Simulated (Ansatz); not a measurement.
**YbSi2 (P6/mmm): phonons and vibrational spectra**

How does YbSi2 (P6/mmm) vibrate, and is this structure a minimum?

Calculated with Ansatz 0.2.0; DFT PBEsol, scalar-relativistic, plane waves, PAW.

Most raw output is cut from this account.

## 1. Starting point

It takes space group P6/mmm (No. 191, hexagonal). Conventional cell: a = 3.771 Å, b = 3.771 Å, c = 4.098 Å, α = 90.00°, β = 90.00°, γ = 120.00°. Yb has 12 Si at 2.99 Å nearest. Nearest to Si lie 3 Si at 2.18 Å and 6 Yb at 2.99 Å. Farther neighbours are not listed.

## 2. Rough relaxation

The start is far from rest, so a relaxation with loose tolerances brings it close first.

input.yaml reads:

```yaml
crystal:
  lattice:
    - [3.771, 0.0, 0.0]
    - [-1.8855, 3.2657817977, 0.0]
    - [0.0, 0.0, 4.098]
  atoms:
    - { symbol: Yb, position: [0.0, 0.0, 0.0] }
    - { symbol: Si, position: [0.3333333333, 0.6666666667, 0.5] }
    - { symbol: Si, position: [0.6666666667, 0.3333333333, 0.5] }
kpoints:
  mp_grid: { grid: [6, 6, 6] }
hamiltonian:
  xc: pbesol
scf:
  occupations: { method: gaussian, width: 0.1 }
output:
  forces: true
  stress: true
  eigenvalues: true
relax:
  adjacent_minimum: "off"
  f_tol: 0.05
  max_steps: 80
  cell: { stress_tol: 0.5 }
```

Started as:

```console
$ ansatz run input.yaml --threads 8 --pin off --max-ram 14336MiB --backend cpu --events-out ev --progress --plain --runs-dir out
```

Wall time 1.9 s (8 threads of Intel Xeon Platinum 8488C (Sapphire Rapids), shared host); peak memory 0.47 GiB.

Relaxation path:

```csv
step,energy less that of the first step (eV),largest force component (eV/Å),pressure (GPa),volume (Å³)
1,0.0000,0.0000,11.58,50.47
2,-0.3451,0.0000,3.53,51.93
3,-0.3867,0.0000,1.34,52.24
4,-0.3896,0.0000,-0.14,53.22
5*,-0.3916,0.0000,-0.10,53.22
```

Relaxation steps marked * repeat the geometry before them on a plane-wave basis chosen anew for their cell, so energy and pressure can jump there.

The run keeps the 24 symmetry operations that it works with, so distortions that break them were not tested.

```csv
"conventional cell, symmetrised",before,after,change
a (Å),3.771,4.008,+6.3 %
b (Å),3.771,4.008,+6.3 %
c (Å),4.098,3.825,-6.7 %
volume (Å³/atom),16.82,17.74,+5.4 %
```

Final coordinates:

```xyz
3
Lattice="4.0083 0.0000 0.0000 -2.0041 3.4713 0.0000 0.0000 0.0000 3.8247" Properties=species:S:1:pos:R:3 pbc="T T T"
Yb    0.0000    0.0000    0.0000
Si    0.0000    2.3142    1.9124
Si    2.0041    1.1571    1.9124
```

This step gave:

| Quantity | Value |
| --- | --- |
| pressure | -0.09597 GPa |
| volume per atom | 17.74 Å³ |
| gap on the k-mesh | 0 eV |

In this step the volume went from 16.82 to 17.74 Å³/atom.

## 3. Bringing the structure to rest

Harmonic phonons are second derivatives at a point where the forces vanish, and they are wanted at zero stress, so atoms and cell are relaxed first.

input.yaml reads:

```yaml
crystal:
  lattice:
    - [4.008276915, 0.0, 0.0]
    - [-2.0041384575, 3.4712696338, 0.0]
    - [0.0, 0.0, 3.824724243]
  atoms:
    - { symbol: Yb, position: [0.0, 0.0, 0.0] }
    - { symbol: Si, position: [0.3333333333, 0.6666666667, 0.5] }
    - { symbol: Si, position: [0.6666666667, 0.3333333333, 0.5] }
kpoints:
  mp_grid: { grid: [12, 12, 12] }
hamiltonian:
  xc: pbesol
scf:
  occupations: { method: gaussian, width: 0.1 }
output:
  forces: true
  stress: true
  eigenvalues: true
  write_density: true
  write_potential: true
  elf: true
  volumetric_format: npy
relax:
  adjacent_minimum: "off"
  f_tol: 0.005
  max_steps: 80
  cell: { stress_tol: 0.05 }
```

Elapsed: 4.2 s, on 8 threads; peak memory 0.58 GiB; 28 s of CPU time.

Relaxation path:

```
step  energy less that of the first step (eV)  largest force component (eV/Å)  pressure (GPa)  volume (Å³)
   1                                   0.0000                          0.0000           -0.47        53.22
   2                                  -0.0005                          0.0000            0.02        52.86
   3                                  -0.0005                          0.0000           -0.01        52.91
  4*                                  -0.0005                          0.0000           -0.01        52.91
```

Relaxation steps marked * repeat the geometry before them on a plane-wave basis chosen anew for their cell, so energy and pressure can jump there.

The run keeps the 24 symmetry operations that it works with, so distortions that break them were not tested.

```
conventional cell, symmetrised  before  after  change
                         a (Å)   4.008  4.003  -0.1 %
                         b (Å)   4.008  4.003  -0.1 %
                         c (Å)   3.825  3.813  -0.3 %
              volume (Å³/atom)   17.74  17.64  -0.6 %
```

Final coordinates:

```
Yb Si
1.0
     4.00284    0.00000    0.00000
    -2.00142    3.46656    0.00000
     0.00000    0.00000    3.81275
Yb Si
1 2
Cartesian
  0.0000 0.0000 0.0000
  0.0000 2.3110 1.9064
  2.0014 1.1555 1.9064
```

Numbers from this step:

```
pressure        : -0.01069 GPa
volume per atom : 17.64 Å³
```

Electrostatic potential energy in the ab plane at fractional z = 0.500, with atoms of Si within 0.2 Å of it. With pseudopotentials it is smooth inside the atoms' cores, unlike the true potential.

Ten even steps from '0' (-54 eV) to '9' (15 eV), each cell a mean:
```
99999888899999
99997656899999
99863224799999
99740014899999
98410025899999
87310147888788
87433578754468
88767887421258
99889985100268
99999973000379
99999863114699
99999874347899
99999987789999
99999988899999
```
Columns run along a (4.0 Å; values clipped at the 3rd and 97th percentile), rows up along b (4.0 Å). Atoms in or near the plane, at fractional coordinates: Si at (0.33, 0.67), Si at (0.67, 0.33).

ELF in the ab plane at fractional z = 0.500, with atoms of Si within 0.2 Å of it. It is the smooth field of the valence electrons, not physical close to the nuclei.

Ten even steps from '_' (0.20) to '@' (0.82), each cell a mean:
```
__..::++##%%@@@@%%##==::____
..::==**##########**==::..__
--==**++--::::--****==--::::
++****::__..__--****++======
%%%%++..::::::**%%%%******##
@@@@++..__..**@@@@%%****##%%
@@@@++::::**@@@@@@**----##@@
@@%%**++**%%@@@@**::__::##@@
%%##****##%%%%**..::..::##%%
**++++++**##**::__::__--####
--::::--++**++::....::++**++
......::++****++++++****==::
____..::++##%%@@@@%%**==::..
____..--**%%@@@@@@%%++--..__
```
Columns run along a (4.0 Å), rows up along b (4.0 Å). Atoms in or near the plane, at fractional coordinates: Si at (0.33, 0.67), Si at (0.67, 0.33).

Valence density in the ab plane at fractional z = 0.500, with atoms of Si within 0.2 Å of it. It is the smooth field of the valence electrons, not physical close to the nuclei.

Values in e/Å³, 14 rows by 14 columns, each cell a mean:
```
0.11 0.12 0.17 0.23 0.34 0.43 0.51 0.50 0.41 0.31 0.21 0.15 0.12 0.11
0.13 0.15 0.22 0.29 0.40 0.45 0.46 0.45 0.38 0.29 0.20 0.15 0.12 0.12
0.18 0.22 0.31 0.36 0.33 0.27 0.29 0.35 0.36 0.29 0.21 0.17 0.15 0.15
0.25 0.31 0.38 0.33 0.17 0.11 0.20 0.34 0.38 0.31 0.24 0.21 0.20 0.21
0.37 0.43 0.40 0.23 0.07 0.09 0.28 0.42 0.41 0.35 0.31 0.29 0.29 0.31
0.46 0.49 0.40 0.22 0.14 0.23 0.43 0.49 0.45 0.41 0.38 0.36 0.38 0.41
0.51 0.50 0.41 0.32 0.33 0.43 0.51 0.51 0.49 0.42 0.34 0.35 0.45 0.50
0.48 0.45 0.40 0.37 0.40 0.45 0.49 0.51 0.43 0.28 0.20 0.29 0.46 0.51
0.37 0.33 0.31 0.31 0.34 0.38 0.45 0.43 0.23 0.09 0.11 0.27 0.45 0.43
0.27 0.24 0.23 0.24 0.28 0.34 0.40 0.33 0.14 0.07 0.17 0.33 0.40 0.34
0.18 0.16 0.17 0.18 0.24 0.31 0.37 0.32 0.22 0.23 0.33 0.36 0.29 0.23
0.14 0.13 0.14 0.17 0.23 0.31 0.40 0.41 0.40 0.40 0.38 0.31 0.22 0.17
0.11 0.11 0.13 0.16 0.24 0.33 0.45 0.50 0.49 0.43 0.31 0.22 0.15 0.12
0.10 0.11 0.14 0.18 0.27 0.37 0.48 0.51 0.46 0.37 0.25 0.18 0.13 0.11
```
Columns run along a (4.0 Å), rows up along b (4.0 Å). Atoms in or near the plane, at fractional coordinates: Si at (0.33, 0.67), Si at (0.67, 0.33).

In this step the volume went from 17.74 to 17.64 Å³/atom.

## 4. Relaxing to small forces for the phonons

Phonons need a cell at rest on their own settings, so the relaxation is repeated with tight tolerances on forces and stress on the k mesh and occupations of the first response run.

input.yaml reads:

```yaml
crystal:
  lattice:
    - [4.0028425959, 0.0, 0.0]
    - [-2.001421298, 3.4665633754, 0.0]
    - [0.0, 0.0, 3.8127498387]
  atoms:
    - { symbol: Yb, position: [0.0, 0.0, 0.0] }
    - { symbol: Si, position: [0.3333333333, 0.6666666667, 0.5] }
    - { symbol: Si, position: [0.6666666667, 0.3333333333, 0.5] }
kpoints:
  mp_grid: { grid: [12, 12, 12] }
hamiltonian:
  xc: pbesol
scf:
  occupations: { method: methfessel_paxton, width: 0.2 }
output:
  forces: true
  stress: true
  eigenvalues: true
relax:
  adjacent_minimum: "off"
  f_tol: 0.001
  max_steps: 60
  cell: { stress_tol: 0.01 }
```

The job ended after 3.8 s (8 threads; peak memory 0.56 GiB; 25 s of CPU time).

Little changed from the start: no atom moved by 0.005 Å and no cell edge by 0.1 %.

Numbers from this step:

```
pressure        : -0.001262 GPa
volume per atom : 17.62 Å³
```

The forces vanish by symmetry and the pressure is -0.001 GPa, within the tolerances set. The cell now holds 17.62 Å³/atom.

## 5. Modes at Γ

The zone centre comes first: it holds the modes that light can see, as far as symmetry allows. No field response is asked, since the mesh shows no gap.

input.yaml, the sections that differ from step 4:

```yaml
crystal:
  lattice:
    - [4.0022650225, 0.0, 0.0]
    - [-2.0011325113, 3.4660631822, 0.0]
    - [0.0, 0.0, 3.8108478866]
  atoms:
    - { symbol: Yb, position: [0.0, 0.0, 0.0] }
    - { symbol: Si, position: [0.3333333333, 0.6666666667, 0.5] }
    - { symbol: Si, position: [0.6666666667, 0.3333333333, 0.5] }
output:
  eigenvalues: true
phonons:
  method: dfpt
# kpoints, hamiltonian, scf: as in step 4
# relax: removed
```

It took 16 s on 8 threads; peak memory 1.4 GiB; 1.8 min of CPU time.

This step gave:

```
sum-rule residual before enforcement                    : 7.12e-5 eV/Å²
point group                                             : 6/mmm
highest optical mode at the zone centre (no LO-TO term) : 454 cm⁻¹
lowest optical zone-centre mode                         : 100.1 cm⁻¹
```

Patterns of degenerate modes are one choice out of their space. Modes at Γ, with each element's share of the kinetic energy:

```csv
mode,frequency (cm⁻¹),symmetry,Yb %,Si %
1,0.0,acoustic,75,25
2,0.0,acoustic,75,25
3,0.0,acoustic,75,25
4,100.1,B1g,0,100
5,190.0,E1u,25,75
6,190.0,E1u,25,75
7,230.2,A2u,25,75
8,454.0,E2g,0,100
9,454.0,E2g,0,100
```

Displacements in mode 4 (100.1 cm⁻¹), the largest set to 1:
```
Yb1  0.00  0.00  0.00
Si2  0.00  0.00  1.00
Si3  0.00  0.00 -1.00
```

Displacements in mode 5 (190.0 cm⁻¹), the largest set to 1:
```
Yb1 -0.32  0.00  0.00
Si2  1.00  0.00  0.00
Si3  1.00  0.00  0.00
```

Before it was imposed, the acoustic sum rule was missed by 7.1e-5 eV/Å². Small misses are needed for a sound result but don't prove that mesh and cutoff are converged. The lowest optical mode is real, 100 cm⁻¹.

## 6. Phonons on a q mesh

Stability and thermal properties need the whole zone. Linear response on a 3×3×4 q mesh gives force constants as far as a supercell of that size would.

Changes to input.yaml since step 5:

```diff
@@ -19 +19,9 @@
   method: dfpt
+  qmesh: [3, 3, 4]
+  temperatures: { t_max: 1000, t_step: 50 }
+  qpath:
+    path:
+      - [[0.0, 0.0, 0.0], [0.5, 0.0, 0.0], [0.33333333, 0.33333333, 0.0], [0.0, 0.0, 0.0], [0.0, 0.0, 0.5], [0.5, 0.0, 0.5], [0.33333333, 0.33333333, 0.5], [0.0, 0.0, 0.5]]
+      - [[0.5, 0.0, 0.5], [0.5, 0.0, 0.0]]
+      - [[0.33333333, 0.33333333, 0.5], [0.33333333, 0.33333333, 0.0]]
+    npoints: 10
```

Run time: 3.4 min. Hardware: 8 threads; peak memory 2.9 GiB; 25 min of CPU time.

This step gave:

| Quantity | Value |
| --- | --- |
| sum-rule residual before enforcement | 7.83e-5 eV/Å² |
| lowest frequency on the path | 0 cm⁻¹ |
| highest frequency on the path or at a solved wavevector | 473.5 cm⁻¹ |
| mean frequency | 222 cm⁻¹ |
| Debye temperature (second moment) | 483 K |
| logarithmic mean frequency | 183.8 cm⁻¹ |
| lowest mode on the q mesh (acoustic modes at Γ apart) | 63.42 cm⁻¹ |
| zero-point energy per atom | 41.29 meV |
| heat capacity at 300 K | 22.19 J/(mol atoms K) |
| vibrational entropy at 300 K | 29.58 J/(mol atoms K) |

Frequencies (cm⁻¹) solved at each irreducible wavevector; negative means imaginary. Frequencies by wavevector, by row:

```csv
q in reciprocal lattice units,star,mode 1,mode 2,mode 3,mode 4,mode 5,mode 6,mode 7,mode 8,mode 9
0 0 0,1,0,0,0,100.1,190,190,230.2,454,454
0 0 0.25,2,63.4,63.4,78.2,126.7,182.6,182.6,226.5,455,455
0 0 -0.5,1,94.2,94.2,122.4,143.6,173.6,173.6,210.8,453.1,453.1
0 0.3333 0,6,73.1,81.8,101.4,143.7,170.3,210.2,272.4,439.1,458.6
0 0.3333 0.25,12,83.6,88.2,109.6,160.5,171,216.6,273.8,435.1,463.4
0 0.3333 -0.5,6,80.5,102.2,120.8,172.7,179.7,220.8,276.8,431.7,467.6
0.3333 0.3333 0,2,101.5,101.5,117.6,172.8,176.1,176.1,368.4,368.4,473.4
0.3333 0.3333 0.25,4,94,94,119.9,171.5,195,195,368.3,368.3,471.8
0.3333 0.3333 -0.5,2,90.4,90.4,124.3,168.2,209.1,209.1,368.3,368.3,473.5
```

Interpolated from a 3×3×4 q mesh. Phonon branches along the path, in cm⁻¹:

```csv
point,branch 1,branch 2,branch 3,branch 4,branch 5,branch 6,branch 7,branch 8,branch 9
Γ,0,0,0,100,190,190,230,454,454
halfway,55,65,92,127,174,220,237,448,458
M,89,96,107,171,174,187,320,420,457
halfway,94,105,106,171,172,185,334,402,467
K,102,102,118,173,176,176,368,368,474
halfway,64,76,96,134,171,216,254,441,462
Γ,0,0,0,100,190,190,230,454,454
halfway,63,63,78,127,183,183,226,455,455
A,94,94,122,144,174,174,211,453,453
halfway,84,100,119,167,171,219,241,444,464
L,78,103,123,177,194,220,326,405,470
halfway,82,99,124,172,199,217,338,395,472
H,90,90,124,168,209,209,368,368,474
halfway,84,100,120,168,174,220,259,438,467
A,94,94,122,144,174,174,211,453,453
jump to L,78,103,123,177,194,220,326,405,470
halfway,92,96,112,173,179,207,322,412,463
M,89,96,107,171,174,187,320,420,457
jump to H,90,90,124,168,209,209,368,368,474
halfway,94,94,120,172,195,195,368,368,472
K,102,102,118,173,176,176,368,368,474
```

Tetrahedra on a 18×18×16 mesh, mean over bins of 5 cm-1. Interpolated from a 3×3×4 q mesh. Table of phonon density of states by wavenumber; read off at these points:

```
wavenumber (cm⁻¹)  phonon density of states (1/cm⁻¹/cell)
                2                                  1.0e-5
               18                                  6.5e-4
               28                                 0.00167
               42                                 0.00419
               52                                 0.00673
               68                                  0.0136
               78                                  0.0292
               92                                  0.0766
               98                                  0.0803
              102                                  0.0516
              118                                  0.0519
              128                                 0.00533
              142                                 0.00999
              152                                  0.0128
              168                                  0.0587
              172                                   0.148
              182                                  0.0246
              192                                  0.0249
              208                                  0.0236
              218                                  0.0772
              232                                 0.00609
              242                                 0.00453
              258                                 0.00484
              268                                 0.00515
              282                                 0.00583
              292                                 0.00644
              308                                 0.00818
              322                                  0.0138
              332                                 0.00767
              348                                 0.00402
              358                                 0.00177
              372                                  7.5e-4
              382                                  0.0032
              398                                 0.00824
              408                                   0.015
              422                                  0.0146
              432                                  0.0139
              448                                  0.0188
              458                                  0.0348
              468                                  0.0704
              472                                  0.0323
```

The partial phonon density of states has structure finer than the step of the table below, so its rows give means over 10 cm⁻¹, whole bins alone (the curve runs from -10 to 498 cm⁻¹). Peaks (cm⁻¹: height): Si 171.9: 0.101, 216.6: 0.0477, 465.6: 0.0616; Yb 95.3: 0.0727, 117.7: 0.0413.

Phonopy on the run's constants, 17x17x15 mesh, Gaussian sigma 3.6 cm-1. Interpolated from a 3×3×4 q mesh. The partial phonon density of states by wavenumber; means over each step; values in 1/cm⁻¹/cell:

| wavenumber (cm⁻¹) | Si | Yb |
| --- | --- | --- |
| 0 | 1.6e-5 | 4.6e-5 |
| 10 | 5.7e-5 | 1.7e-4 |
| 20 | 2.4e-4 | 7.8e-4 |
| 30 | 4.9e-4 | 0.00164 |
| 40 | 8.4e-4 | 0.00296 |
| 50 | 0.00126 | 0.00497 |
| 60 | 0.00175 | 0.00791 |
| 70 | 0.00255 | 0.0150 |
| 80 | 0.00484 | 0.0437 |
| 90 | 0.00473 | 0.0666 |
| 100 | 0.00312 | 0.0606 |
| 110 | 0.00359 | 0.0354 |
| 120 | 0.00460 | 0.0336 |
| 130 | 0.00602 | 0.00514 |
| 140 | 0.00891 | 1.2e-4 |
| 150 | 0.0120 | 2.2e-4 |
| 160 | 0.0216 | 6.8e-4 |
| 170 | 0.0804 | 0.00409 |
| 180 | 0.0393 | 0.00294 |
| 190 | 0.0230 | 0.00149 |
| 200 | 0.0206 | 0.00160 |
| 210 | 0.0292 | 0.00293 |
| 220 | 0.0399 | 0.00453 |
| 230 | 0.0118 | 0.00189 |
| 240 | 0.00505 | 2.3e-4 |
| 250 | 0.00429 | 1.1e-4 |
| 260 | 0.00450 | 6.2e-5 |
| 270 | 0.00616 | 7.3e-5 |
| 280 | 0.00407 | 3.0e-5 |
| 290 | 0.00794 | 4.4e-5 |
| 300 | 0.00519 | 2.1e-5 |
| 310 | 0.0106 | 2.6e-5 |
| 320 | 0.00937 | 1.3e-5 |
| 330 | 0.0111 | 1.6e-5 |
| 340 | 0.00480 | 6.9e-6 |
| 350 | 0.00399 | 7.3e-6 |
| 360 | 0.00174 | 0 |
| 370 | 8.9e-4 | 0 |
| 380 | 0.00249 | 1.2e-6 |
| 390 | 0.00563 | 1.6e-5 |
| 400 | 0.0101 | 2.8e-5 |
| 410 | 0.0141 | 4.0e-5 |
| 420 | 0.0147 | 3.4e-5 |
| 430 | 0.0139 | 2.4e-5 |
| 440 | 0.0154 | 2.0e-5 |
| 450 | 0.0245 | 2.2e-5 |
| 460 | 0.0480 | 7.3e-5 |
| 470 | 0.0456 | 6.5e-5 |
| 480 | 0.00446 | 8.8e-6 |
| 490 | 4.5e-6 | 0 |

Harmonic thermodynamic functions per atom, from the density of states. Interpolated from a 3×3×4 q mesh. Thermodynamic functions, by row:

```
T (K)  F_vib (meV/atom)  S (J/mol-atom/K)  C_V (J/mol-atom/K)
    0             41.29                 0                   0
   50             40.88             2.849               6.166
  100             37.68             9.528               13.22
  200             21.54             21.05                19.7
  300             -4.91             29.58               22.19
  400             -39.1             36.14               23.29
  500            -79.37              41.4               23.85
  600            -124.6             45.78               24.17
  700              -174             49.52               24.37
  800            -227.1             52.78                24.5
  900            -283.3             55.67               24.59
 1000            -342.4             58.27               24.66
```

Harmonic mean-square displacement, third of the trace. Interpolated from a 3×3×4 q mesh. Mean square displacements, by row:

```csv
T (K),Yb1 U_eq (Å²),Si2 U_eq (Å²),Si3 U_eq (Å²)
0,0.00106,0.00269,0.00269
100,0.00206,0.00347,0.00347
300,0.00557,0.00741,0.00741
600,0.01102,0.01412,0.01412
```

Symmetry leaves 9 wavevectors to solve. The lowest mode among them, the acoustic zeros apart, lies at q = (0, 0, 0.25) and is real, 63.4 cm⁻¹.

## 7. Summary of results

```json
{
  "space group after relaxation (within 0.01 Å)": "P6/mmm",
  "volume per atom": "17.6 Å³",
  "electronic character": "no gap on this mesh",
  "highest optical mode at the zone centre (no LO-TO term)": "454 cm⁻¹",
  "lowest optical zone-centre mode": "100 cm⁻¹",
  "lowest mode on the q mesh (acoustic modes at Γ apart)": "63.4 cm⁻¹",
  "highest frequency on the path or at a solved wavevector": "474 cm⁻¹",
  "zero-point energy per atom": "41.3 meV",
  "heat capacity at 300 K": "22.2 J/(mol atoms K)",
  "vibrational entropy at 300 K": "29.6 J/(mol atoms K)",
  "Debye temperature (second moment)": "483 K",
  "imaginary modes on the 3×3×4 q mesh": "none"
}
```

What this shows: The structure is a minimum as far as tested: no mode is imaginary at the 9 irreducible wavevectors of the 3×3×4 mesh, and the softest away from the acoustic zeros lies at 63 cm⁻¹. The optical modes at Γ span 100 to 454 cm⁻¹. The highest mode in this list at Γ, 454.0 cm⁻¹, is mostly motion of Si (100 % of the kinetic energy). With no gap, or one that is small against the smearing, the frequencies hang on the k mesh and the smearing, most of all near Kohn anomalies. The phonon runs are without spin polarisation, although Yb often carries a moment. The 4f shell is treated without a U, so valence and screening may be off. Spin-orbit coupling is left out, which can matter for the heavy elements here. A phonon run warned that its eigensolver left some bands unconverged in a pass. These are harmonic frequencies at zero temperature: anharmonic shifts, linewidths and thermal expansion are left out.

[Logs are printed without paths, hosts, clocks, repeated set-up lines and the standing remarks that a program may print on its own settings, such as how far it seeks lower states.]

[Hosts, paths, dates, database ids (printed as entryN), source tags and the programs' standing remarks are cut or masked in the printed files.]
